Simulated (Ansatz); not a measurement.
## TeAs (Fm-3m): phonons and vibrational spectra

Task: relax TeAs (Fm-3m), then find its harmonic phonons.

Program: Ansatz 0.2.0. Level of theory: DFT PBEsol, scalar-relativistic, plane waves, PAW; PAW set soft_1. Results are calculated unless marked as measured.

## (1) The starting structure

The structure is cubic, space group Fm-3m (No. 225). The conventional cell has a = 5.935 Å, b = 5.935 Å, c = 5.935 Å, α = 90.00°, β = 90.00°, γ = 90.00°. Te has 6 As at 2.97 Å nearest. Nearest to As lie 6 Te at 2.97 Å. Farther neighbours and most contacts between anions are not listed.

Structure file:

```cif
data_structure
_symmetry_space_group_name_H-M 'Fm-3m'
_symmetry_Int_Tables_number 225
_cell_length_a 5.9353
_cell_length_b 5.9353
_cell_length_c 5.9353
_cell_angle_alpha 90.000
_cell_angle_beta 90.000
_cell_angle_gamma 90.000
_cell_volume 209.09
loop_
_atom_site_label
_atom_site_type_symbol
_atom_site_symmetry_multiplicity
_atom_site_Wyckoff_symbol
_atom_site_fract_x
_atom_site_fract_y
_atom_site_fract_z
_atom_site_occupancy
Te1 Te 4 b 0.50000 0.00000 0.00000 1
As1 As 4 a 0.00000 0.00000 0.00000 1
```

## (2) Bringing the structure to rest

Harmonic phonons are second derivatives at a point where the forces vanish, and they are wanted at zero stress, so atoms and cell are relaxed first.

input.yaml

```yaml
crystal:
  lattice:
    - [0.0, 2.967667, 2.967667]
    - [2.967667, 0.0, 2.967667]
    - [2.967667, 2.967667, 0.0]
  atoms:
    - { symbol: Te, position: [0.5, 0.5, 0.5] }
    - { symbol: As, position: [0.0, 0.0, 0.0] }
kpoints:
  mp_grid: { grid: [12, 12, 12] }
hamiltonian:
  xc: pbesol
  pseudopotentials: { kind: paw, azcp: { folder: soft_1 }, xc_functional: pbe }
scf:
  occupations: { method: gaussian, width: 0.1 }
output:
  forces: true
  stress: true
  eigenvalues: true
relax:
  adjacent_minimum: "off"
  f_tol: 0.005
  max_steps: 80
  cell: { stress_tol: 0.05 }
```

Launch:

```
ansatz run input.yaml --threads 4 --pin off --max-ram 10240MiB --backend cpu --events-out ev --progress --plain --runs-dir out
```

Numbers of over 12 decimals in the logs are rounded to 6 here.

What it wrote:

```text
Engine: ansatz 0.2.0, aarch64-unknown-linux-gnu
Pseudopotentials: kind: paw
Pseudopotential: Te, paw, valence charge 16, recommended cutoff 420 eV (normal), soft_1/Te.paw.azcp
Pseudopotential: As, paw, valence charge 15, recommended cutoff 420 eV (normal), soft_1/As.paw.azcp
Functional definition: PBEsol
  exchange = pbesol_x
  correlation = pbesol_c
Crystal: 2 atoms, lattice volume = 52.273 Å³
Basis set: ecut = 420 eV, 965 PW (Γ), exchange–correlation on 60×60×60 points (8 copies of the dense FFT grid, shifted against one another)
Bands: 20, of which v1, the nominal top of the filled ones, is band 16 counted from 1 (15 counted from 0)
Symmetry: 48 space group operations
Space group: Fm-3m (ITA 225), of the structure as read, at distance tolerance 3.7e-5 Å
k-points: 72 of 1728
Non-local potential: Te, projectors of the file, l = 0: 2, l = 1: 2, l = 2: 2, l = 3: 1
Non-local potential: As, projectors of the file, l = 0: 2, l = 1: 2, l = 2: 3, l = 3: 1
PAW form: soft (Blöchl's): semilocal exchange-correlation on the pseudo side does not see the compensation charge
PAW frozen core: Te, regenerated for the run's functional, and the local potential with it (the file was generated under x = pbe(κ = 0.804, μ = 0.219515), c = pbe(β = 0.066725))
PAW frozen core: As, regenerated for the run's functional, and the local potential with it (the file was generated under x = pbe(κ = 0.804, μ = 0.219515), c = pbe(β = 0.066725))
PAW one-centre angular grid: Te, 590 points (default); XC on 64 Gauss nodes
PAW one-centre angular grid: As, 590 points (default); XC on 64 Gauss nodes
Initial density: superposition of atomic densities (chi_scale 0.1, normalization cell, long waves kept (reshape's long-wave potential 0.00 eV rms))
Initial wavefunctions: pseudopotential atomic-orbital guess
Functional: x = pbesol(κ = 0.804, μ = 0.123457), c = pbesol(β = 0.046)
SCF iter   1: F=—  HF=-11714.474274 eV  |F-HF|=—  |Δ(HF+E_count)|=         —  Δρ=1.21e-2  dr2=5.93e-2  ethr=3.10e-3  ⟨swp⟩=6.9  Hψ=7770  notcnv=0
preconditioner: auto → Kerker (q_TF=auto, 2.501 Å⁻¹)  [metal: Δε(μ)=0.074 eV  Ē_g=10.040 eV  σ=0.100 eV  W_gap=0.40  n_scr=14 (ndim 8)  ℏωp=17.0 eV  f_vac=0.000  D(μ)=1.00/eV (n_scr^D=8)]
SCF iter   2: F=—  HF=-11714.470259 eV  |F-HF|=—  |Δ(HF+E_count)|=   4.01e-3  Δρ=7.89e-3  dr2=2.59e-2  ethr=1.91e-4  ⟨swp⟩=2.0  Hψ=2163  notcnv=0  defer=32
SCF iter   3: F=—  HF=-11714.468382 eV  |F-HF|=—  |Δ(HF+E_count)|=   1.88e-3  Δρ=1.05e-3  dr2=7.52e-4  ethr=8.35e-5  ⟨swp⟩=2.8  Hψ=2545  notcnv=0  defer=32
SCF iter   4: F=—  HF=-11714.468141 eV  |F-HF|=—  |Δ(HF+E_count)|=   2.41e-4  Δρ=5.85e-4  dr2=2.46e-4  ethr=2.43e-6  ⟨swp⟩=2.2  Hψ=2412  notcnv=0  defer=32
SCF iter   5: F=—  HF=-11714.468219 eV  |F-HF|=—  |Δ(HF+E_count)|=   7.85e-5  Δρ=2.67e-4  dr2=3.54e-5  ethr=7.93e-7  ⟨swp⟩=2.0  Hψ=2525  notcnv=0  defer=32
SCF iter   6: F=—  HF=-11714.468202 eV  |F-HF|=—  |Δ(HF+E_count)|=   1.74e-5  Δρ=8.60e-5  dr2=6.97e-6  ethr=1.14e-7  ⟨swp⟩=2.0  Hψ=2525  notcnv=0  defer=32
SCF iter   7: F=—  HF=-11714.468201 eV  |F-HF|=—  |Δ(HF+E_count)|=   7.53e-7  Δρ=2.34e-5  dr2=4.58e-7  ethr=2.25e-8  ⟨swp⟩=2.0  Hψ=2166  notcnv=0  defer=32
SCF iter   8: F=-11714.468201 eV  HF=-11714.468201 eV  |F-HF|=4.06e-9  |Δ(HF+E_count)|=   3.92e-8  Δρ=2.76e-6  dr2=3.56e-9  ethr=3.23e-10  ⟨swp⟩=9.0  Hψ=7670  notcnv=0
SCF 1 converged in 8 iterations: F = -11714.468201 eV  dr2 = 3.56e-9
  greatest PAW one-centre occupation: 0.999 electrons in one spin orbital (limit 2), on the As atom at site 1 (counted from 0), in its partial waves of l = 2
relax step   1: F+E_penalty+E_count = -11714.46820099 eV  Δ(F+E_penalty+E_count) = +0.000e0 eV  max|allowed force component| = 2.081e-29 eV/Å  Δτ_max = 0.0000 Å  P = -2.895 GPa  Ω = 52.273 Å³  (8 SCF iters, dr2 threshold 1.00e-7 eV, accepted)
Crystal: 2 atoms, lattice volume = 48.227 Å³
Basis set: ecut = 420 eV, 941 PW (Γ), exchange–correlation on 60×60×60 points (8 copies of the dense FFT grid, shifted against one another)
Initial density: handed on by an earlier stage of this run
Initial wavefunctions: those handed on with the density
iter 1 solved again at ethr=2.08e-5 eV; its pass at ethr=3.10e-3 eV (dr2=6.46e-3 eV) is discarded
SCF iter   1: F=—  HF=-11714.476693 eV  |F-HF|=—  |Δ(HF+E_count)|=         —  Δρ=2.73e-3  dr2=6.46e-3  ethr=2.08e-5  ⟨swp⟩=1.7  Hψ=9376  notcnv=0
preconditioner: auto → Kerker (q_TF=auto, 2.535 Å⁻¹)  [metal: Δε(μ)=0.038 eV  Ē_g=10.452 eV  σ=0.100 eV  W_gap=0.21  n_scr=14 (ndim 8)  ℏωp=17.7 eV  f_vac=0.000  D(μ)=1.13/eV (n_scr^D=8)]
SCF iter   2: F=—  HF=-11714.475631 eV  |F-HF|=—  |Δ(HF+E_count)|=   1.06e-3  Δρ=1.70e-3  dr2=2.37e-3  ethr=2.08e-5  ⟨swp⟩=1.0  Hψ=1441  notcnv=0
SCF iter   3: F=—  HF=-11714.475207 eV  |F-HF|=—  |Δ(HF+E_count)|=   4.23e-4  Δρ=5.64e-4  dr2=2.58e-4  ethr=7.63e-6  ⟨swp⟩=2.1  Hψ=1986  notcnv=0
SCF iter   4: F=—  HF=-11714.475119 eV  |F-HF|=—  |Δ(HF+E_count)|=   8.84e-5  Δρ=2.97e-4  dr2=7.11e-5  ethr=8.33e-7  ⟨swp⟩=2.0  Hψ=2201  notcnv=0
SCF iter   5: F=—  HF=-11714.475122 eV  |F-HF|=—  |Δ(HF+E_count)|=   3.34e-6  Δρ=6.16e-5  dr2=1.96e-6  ethr=2.29e-7  ⟨swp⟩=2.0  Hψ=1751  notcnv=0
SCF iter   6: F=-11714.475124 eV  HF=-11714.475124 eV  |F-HF|=1.01e-7  |Δ(HF+E_count)|=   1.23e-6  Δρ=1.52e-5  dr2=8.31e-8  ethr=6.45e-10  ⟨swp⟩=5.1  Hψ=7581  notcnv=0
SCF 2 converged in 6 iterations: F = -11714.475124 eV  dr2 = 8.31e-8
relax step   2: F+E_penalty+E_count = -11714.47512371 eV  Δ(F+E_penalty+E_count) = -6.923e-3 eV  max|allowed force component| = 1.867e-29 eV/Å  Δτ_max = 0.0000 Å  P = +2.836 GPa  Ω = 48.227 Å³  energy of the carried Pulay correction = +8.009e-4 eV  (6 SCF iters, dr2 threshold 2.00e-7 eV, accepted)
Crystal: 2 atoms, lattice volume = 50.147 Å³
iter 1 solved again at ethr=5.61e-6 eV; its pass at ethr=3.10e-3 eV (dr2=1.74e-3 eV) is discarded
SCF iter   1: F=—  HF=-11714.490284 eV  |F-HF|=—  |Δ(HF+E_count)|=         —  Δρ=1.38e-3  dr2=1.74e-3  ethr=5.61e-6  ⟨swp⟩=2.5  Hψ=9818  notcnv=0
preconditioner: auto → Kerker (q_TF=auto, 2.518 Å⁻¹)  [metal: Δε(μ)=0.067 eV  Ē_g=10.247 eV  σ=0.100 eV  W_gap=0.36  n_scr=14 (ndim 8)  ℏωp=17.4 eV  f_vac=0.004  D(μ)=1.02/eV (n_scr^D=8)]
SCF iter   2: F=—  HF=-11714.490006 eV  |F-HF|=—  |Δ(HF+E_count)|=   2.78e-4  Δρ=8.51e-4  dr2=6.30e-4  ethr=5.61e-6  ⟨swp⟩=1.0  Hψ=1441  notcnv=0
SCF iter   3: F=—  HF=-11714.489907 eV  |F-HF|=—  |Δ(HF+E_count)|=   9.89e-5  Δρ=2.92e-4  dr2=7.35e-5  ethr=2.03e-6  ⟨swp⟩=2.1  Hψ=1973  notcnv=0
SCF iter   4: F=—  HF=-11714.489886 eV  |F-HF|=—  |Δ(HF+E_count)|=   2.11e-5  Δρ=1.55e-4  dr2=2.09e-5  ethr=2.37e-7  ⟨swp⟩=2.0  Hψ=2213  notcnv=0
SCF iter   5: F=—  HF=-11714.489888 eV  |F-HF|=—  |Δ(HF+E_count)|=   1.79e-6  Δρ=3.35e-5  dr2=6.61e-7  ethr=6.74e-8  ⟨swp⟩=2.0  Hψ=1768  notcnv=0
SCF iter   6: F=-11714.489889 eV  HF=-11714.489888 eV  |F-HF|=3.78e-8  |Δ(HF+E_count)|=   3.71e-7  Δρ=8.65e-6  dr2=3.00e-8  ethr=6.45e-10  ⟨swp⟩=7.2  Hψ=6882  notcnv=0
SCF 3 converged in 6 iterations: F = -11714.489889 eV  dr2 = 3.00e-8
relax step   3: F+E_penalty+E_count = -11714.48988853 eV  Δ(F+E_penalty+E_count) = -1.476e-2 eV  max|allowed force component| = 1.170e-29 eV/Å  Δτ_max = 0.0000 Å  P = -0.204 GPa  Ω = 50.147 Å³  energy of the carried Pulay correction = +4.128e-4 eV  (6 SCF iters, dr2 threshold 2.00e-7 eV, accepted)
[...]
relax step   4: F+E_penalty+E_count = -11714.49000543 eV  Δ(F+E_penalty+E_count) = -1.169e-4 eV  max|allowed force component| = 7.494e-30 eV/Å  Δτ_max = 0.0000 Å  P = -0.012 GPa  Ω = 50.014 Å³  energy of the carried Pulay correction = +4.393e-4 eV  (4 SCF iters, dr2 threshold 1.04e-7 eV, accepted)
Initial wavefunctions: pseudopotential atomic-orbital guess (no wavefunctions were taken with the density)
iter 1 solved again at ethr=1.96e-7 eV; its pass at ethr=3.10e-3 eV (dr2=6.06e-5 eV) is discarded
SCF iter   1: F=—  HF=-11714.489577 eV  |F-HF|=—  |Δ(HF+E_count)|=         —  Δρ=4.04e-5  dr2=2.47e-7  ethr=1.96e-7  ⟨swp⟩=3.1  Hψ=11578  notcnv=0
SCF iter   2: F=—  HF=-11714.489576 eV  |F-HF|=—  |Δ(HF+E_count)|=   1.38e-6  Δρ=2.25e-5  dr2=9.06e-8  ethr=7.95e-10  ⟨swp⟩=2.0  Hψ=2514  notcnv=0
SCF iter   3: F=—  HF=-11714.489576 eV  |F-HF|=—  |Δ(HF+E_count)|=   6.30e-8  Δρ=6.12e-6  dr2=1.30e-8  ethr=2.92e-10  ⟨swp⟩=2.7  Hψ=2518  notcnv=0
SCF iter   4: F=—  HF=-11714.489576 eV  |F-HF|=—  |Δ(HF+E_count)|=   3.44e-9  Δρ=1.85e-6  dr2=2.43e-9  ethr=4.19e-11  ⟨swp⟩=2.0  Hψ=1812  notcnv=0
SCF iter   5: F=—  HF=-11714.489576 eV  |F-HF|=—  |Δ(HF+E_count)|=  6.51e-10  Δρ=8.70e-7  dr2=4.69e-10  ethr=7.85e-12  ⟨swp⟩=2.3  Hψ=2099  notcnv=0
SCF iter   6: F=-11714.489576 eV  HF=-11714.489576 eV  |F-HF|=1.82e-12  |Δ(HF+E_count)|=  1.76e-10  Δρ=1.69e-7  dr2=1.40e-11  ethr=1.00e-12  ⟨swp⟩=6.2  Hψ=8107  notcnv=0
SCF 5 converged in 6 iterations: F = -11714.489576 eV  dr2 = 1.40e-11
relax step   5: F+E_penalty+E_count = -11714.48957587 eV  Δ(F+E_penalty+E_count) = +4.296e-4 eV  max|allowed force component| = 8.645e-30 eV/Å  Δτ_max = 0.0000 Å  P = -0.014 GPa  Ω = 50.014 Å³  stress off target by 1.44e-2 GPa  SCF on the basis re-selected at this cell (its energy is not comparable with the rows above)  (6 SCF iters)
basis re-selected at this cell: Δ(F+E_penalty+E_count) = +4.296e-4 eV, ΔP = -0.002 GPa vs the last step (what re-selecting the basis moved, of the pressure what is left beyond the Pulay correction that the steps carried, after the strain that the cell walked since its last selection, with what the two solves' SCF thresholds leave and, on support functions, any second-order correction that the steps lacked; it is no m [...]
SCF converged after 6 iterations
Free energy (F): -11714.489576 eV
Harris-Foulkes:  -11714.489576 eV  (|F-HF|=1.82e-12)
Internal energy: -11714.484474 eV  (E = F + TS)
E sigma→0 (E₀):  -11714.487025 eV
Entropy (-TS):   -0.005102 eV (-2.551 meV/atom)
Fermi energy:    10.740531 eV
--- Per-component energies (eV) ---
  E_band       = -469.016413
  E_kinetic    = 269.027071
  E_local      = -3362.287793  (includes V_loc(G=0)·N_el)
  E_nonlocal   = -324.782909
  E_hartree    = 1815.392554
  E_xc         = -191.957219
  E_vxc        = -176.109496  (∫ρ·V_xc dr)
  E_paw        = -6562.460226  (= ΣΔE_a)
  E_vpaw       = -505.648204  (= ΣTr[D̂ρ^β])
  E_aug_tail   = 0.000077  (compensation charges beyond the density's cutoff)
  E_ewald      = -3358.757271
  E_core_change = 1.341241  (= ΣΔE_core)
  E_smearing   = -0.005102  (= −TS)
  E_closure    = -0.000000  (closes the sum)
  Σ components = -11714.489576   (vs F -11714.489576, Δ=0.00e0)
--- Forces (eV/Å), atoms counted from 1 ---
  atom   1  Te     0.00000000    -0.00000000     0.00000000
  atom   2  As    -0.00000000     0.00000000     0.00000000
  max |Σ_I F_I| component: 1.64e-29 eV/Å
--- Stress (GPa, compression-positive) ---
       -0.014363      -0.000000      -0.000000
       -0.000000      -0.014363      -0.000000
       -0.000000      -0.000000      -0.014363
  P = ⅓ Tr σ = -0.0144 GPa (-0.144 kbar)
--- Band table (eV; the first three rows and the last of 72) ---
  k-point 0: bands = [... 12 lower, 8.0935, 8.0935, 8.0935, 13.1922, 13.1922, 13.1922, 15.6356, 15.6356]
  k-point 1: bands = [... 12 lower, 8.1089, 8.1089, 8.2416, 12.8493, 12.8493, 12.9265, 15.5594, 15.7972]
  k-point 2: bands = [... 12 lower, 8.1630, 8.1630, 8.5546, 12.0951, 12.0951, 12.3125, 15.6095, 16.2723]
  k-point 71: bands = [... 12 lower, 4.8423, 4.8423, 9.6390, 10.1502, 15.7487, 15.7487, 16.1221, 16.1221]
--- Relaxed structure (4 steps of the walk, 4 accepted, 1 SCFs on fresh bases) ---
  F+E_penalty+E_count = -11714.48957587 eV   max|allowed force component| = 8.645e-30 eV/Å   (the final SCF, on the basis selected at the relaxed cell)
  cell:  # Å, volume = 50.0137 Å³
    - [0, 2.924285, 2.924285]
    - [2.924285, 0, 2.924285]
    - [2.924285, 2.924285, 0]
  atoms:
    - { symbol: Te, position: [0.5, 0.5, 0.5] }
    - { symbol: As, position: [0, 0, 0] }
```

It took 5 s on 4 threads of Arm Neoverse V2, shared host; peak memory 0.4 GiB; 18 s of CPU time.

The steps of the relaxation:

```csv
step,energy less that of the first step (eV),largest force component (eV/Å),pressure (GPa),volume (Å³)
1,0.0000,0.0000,-2.90,52.27
2,-0.0069,0.0000,2.84,48.23
3,-0.0217,0.0000,-0.20,50.15
4,-0.0218,0.0000,-0.01,50.01
5*,-0.0214,0.0000,-0.01,50.01
```

Relaxation steps marked * repeat the geometry before them on a plane-wave basis chosen anew for their cell, so energy and pressure can jump there.

Forces are held to the 48 operations that the run works with; a distortion that breaks them can't arise in this run.

| conventional cell, symmetrised | before | after | change |
| --- | --- | --- | --- |
| a (Å) | 5.935 | 5.849 | -1.5 % |
| b (Å) | 5.935 | 5.849 | -1.5 % |
| c (Å) | 5.935 | 5.849 | -1.5 % |
| volume (Å³/atom) | 26.14 | 25.01 | -4.3 % |

The relaxed structure:

```
Te As
1.0
     0.00000    2.92429    2.92429
     2.92429    0.00000    2.92429
     2.92429    2.92429    0.00000
Te As
1 1
Cartesian
  2.9243 2.9243 2.9243
  0.0000 0.0000 0.0000
```

This step gave:

```
pressure          : -0.01436 GPa
volume per atom   : 25.01 Å³
gap on the k-mesh : 0 eV
```

In this step the volume went from 26.14 to 25.01 Å³/atom.

## (3) Tight relaxation

Phonons need a cell at rest on their own settings, so the relaxation is repeated with tight tolerances on forces and stress on the k mesh and occupations of the first response run.

input.yaml, the sections that differ from step 2:

```yaml
crystal:
  lattice:
    - [0.0, 2.9242850794, 2.9242850794]
    - [2.9242850794, 0.0, 2.9242850794]
    - [2.9242850794, 2.9242850794, 0.0]
  atoms:
    - { symbol: Te, position: [0.5, 0.5, 0.5] }
    - { symbol: As, position: [0.0, 0.0, 0.0] }
scf:
  occupations: { method: methfessel_paxton, width: 0.2 }
relax:
  adjacent_minimum: "off"
  f_tol: 0.001
  max_steps: 60
  cell: { stress_tol: 0.01 }
# kpoints, hamiltonian, output: as in step 2
```

What it wrote:

```text
[...]
Crystal: 2 atoms, lattice volume = 50.014 Å³
Basis set: ecut = 420 eV, 941 PW (Γ), exchange–correlation on 60×60×60 points (8 copies of the dense FFT grid, shifted against one another)
Bands: 20, of which v1, the nominal top of the filled ones, is band 16 counted from 1 (15 counted from 0)
Symmetry: 48 space group operations
[...]
k-points: 72 of 1728
[...]
k-point 71: bands = [... 12 lower, 4.8468, 4.8468, 9.6466, 10.1578, 15.7586, 15.7586, 16.1302, 16.1302]
--- Relaxed structure (3 steps of the walk, 3 accepted, 1 SCFs on fresh bases) ---
[...]
cell:  # Å, volume = 49.9902 Å³
    - [0, 2.923827, 2.923827]
    - [2.923827, 0, 2.923827]
    - [2.923827, 2.923827, 0]
  atoms:
    - { symbol: Te, position: [0.5, 0.5, 0.5] }
    - { symbol: As, position: [0, 0, 0] }
[key lines of the parts left out:]
SCF converged after 8 iterations
Free energy (F): -11714.487096 eV
Fermi energy:    10.751975 eV
P = ⅓ Tr σ = -0.0001 GPa (-0.001 kbar)
```

Run time: 4 s. Hardware: 4 threads; peak memory 0.4 GiB; 14 s of CPU time.

Little changed from the start: no atom moved by 0.005 Å and no cell edge by 0.1 %.

Numbers from this step:

| Item | Value |
| --- | --- |
| pressure | -1.07e-4 GPa |
| volume per atom | 25.00 Å³ |

The forces vanish by symmetry and the pressure is 0.000 GPa, within the tolerances set. The cell now holds 25.00 Å³/atom.

## (4) Linear response at the zone centre

The zone centre comes first: it holds the modes that light can see, as far as symmetry allows. No field response is asked, since the mesh shows no gap.

input.yaml, the sections that differ from step 3:

```yaml
crystal:
  lattice:
    - [0.0, 2.9238266088, 2.9238266088]
    - [2.9238266088, 0.0, 2.9238266088]
    - [2.9238266088, 2.9238266088, 0.0]
  atoms:
    - { symbol: Te, position: [0.5, 0.5, 0.5] }
    - { symbol: As, position: [0.0, 0.0, 0.0] }
output:
  eigenvalues: true
phonons:
  method: dfpt
# kpoints, hamiltonian, scf: as in step 3
# relax: removed
```

What it wrote:

```text
[...]
Crystal: 2 atoms, lattice volume = 49.990 Å³
Basis set: ecut = 420 eV, 941 PW (Γ), exchange–correlation on 60×60×60 points (8 copies of the dense FFT grid, shifted against one another)
Bands: 20, of which v1, the nominal top of the filled ones, is band 16 counted from 1 (15 counted from 0)
Symmetry: 48 space group operations
k-points: 163 of 1728 (irreducible under 8 space group operations, time reversal used)
[...]
SCF iter   1: F=—  HF=-11714.494509 eV  |F-HF|=—  |Δ(HF+E_count)|=         —  Δρ=1.29e-2  dr2=6.69e-2  ethr=3.10e-3  ⟨swp⟩=6.7  Hψ=17050  notcnv=0
[...]
SCF iter  10: F=-11714.487096 eV  HF=-11714.487096 eV  |F-HF|=3.64e-12  |Δ(HF+E_count)|=  3.27e-11  S|Δr|=    0.00e0  Δρ=5.46e-8  dr2=7.72e-13  ethr=1.00e-12  ⟨swp⟩=8.9  Hψ=17646  notcnv=0
SCF 1 converged in 10 iterations: F = -11714.487096 eV  dr2 = 7.72e-13
[...]
DFPT response loops at Γ: preconditioner auto → Kerker (q_TF=auto, 2.519 Å⁻¹) (partly filled bands, converged f_vac=0.003); β = 1.00, the filter's whole step (`scf.mixing.beta` (0.50) is not read by the response loops under this deck's `scf.mixing.preconditioner`; to damp them name `kerker` or `kerker_dos`, under which they read `scf.mixing.beta`, and type it under 1.00, their step now; both keys bind the ground state too); Broyden in place of MSR1
SCF converged after 10 iterations
[...]
Free energy (F): -11714.487096 eV
[...]
Internal energy: -11714.486939 eV  (E = F + TS)
E sigma→0 (E₀):  -11714.487057 eV
Entropy (-TS):   -0.000157 eV (-0.079 meV/atom)
Fermi energy:    10.751975 eV
[...]
--- Band table (eV; the first three rows and the last of 163) ---
  k-point 0: bands = [... 12 lower, 8.1000, 8.1000, 8.1000, 13.2010, 13.2010, 13.2010, 15.6423, 15.6423]
  k-point 1: bands = [... 12 lower, 8.1153, 8.1153, 8.2485, 12.8579, 12.8579, 12.9352, 15.5661, 15.8040]
  k-point 2: bands = [... 12 lower, 8.1694, 8.1694, 8.5620, 12.1031, 12.1031, 12.3211, 15.6163, 16.2793]
  k-point 162: bands = [... 12 lower, 4.8468, 4.8468, 9.6466, 10.1578, 15.7586, 15.7586, 16.1302, 16.1302]
--- Phonons (Γ-DFPT): 2 representative perturbations + reference, on 163 of 1728 k-points (Σ response iterations 6) ---
  k mesh reduced under 8 symmetry operations, with k and −k counted as one. Each operation leaves every solved perturbation unchanged. A smaller set is not used because it would not reduce the number of displacements times k-points to solve
  ASR residual: 2.373e-5 → 0.000e0 eV/Å²; symmetrization residual: 9.694e-6 eV/Å²
  ASR residual per site (eV/Å²): 2.37e-5 1.02e-5
  Γ frequencies (cm⁻¹): 0.00 0.00 0.00 144.63 144.63 144.63
  non-analytic LO–TO correction: not included (Born effective charges unavailable; polar crystals: no LO–TO splitting at Γ)
```

Wall time 11 s (4 threads); peak memory 0.73 GiB.

Numbers from this step:

```
sum-rule residual before enforcement                    : 2.37e-5 eV/Å²
point group                                             : m-3m
highest optical mode at the zone centre (no LO-TO term) : 144.6 cm⁻¹
lowest optical zone-centre mode                         : 144.6 cm⁻¹
```

Patterns of degenerate modes are one choice out of their space. The modes at Γ (shares of kinetic energy by element, %):

| mode | frequency (cm⁻¹) | symmetry | Te % | As % |
| --- | --- | --- | --- | --- |
| 1 | 0.0 | acoustic | 63 | 37 |
| 2 | 0.0 | acoustic | 63 | 37 |
| 3 | 0.0 | acoustic | 63 | 37 |
| 4 | 144.6 | T1u | 37 | 63 |
| 5 | 144.6 | T1u | 37 | 63 |
| 6 | 144.6 | T1u | 37 | 63 |

Displacements in mode 5 (144.6 cm⁻¹), the largest set to 1:
```
Te1  0.00 -0.02 -0.59
As2  0.00  0.03  1.00
```

Before it was imposed, the acoustic sum rule was missed by 2.4e-5 eV/Å². Small misses are needed for a sound result but don't prove that mesh and cutoff are converged. The lowest optical mode is real, 145 cm⁻¹.

(Part 1 of 2 ends here.)

[Logs are printed without paths, hosts, clocks, repeated set-up lines and the standing remarks that a program may print on its own settings, such as how far it seeks lower states.]

[Hosts, paths, dates, database ids (printed as entryN), source tags and the programs' standing remarks are cut or masked in the printed files.]
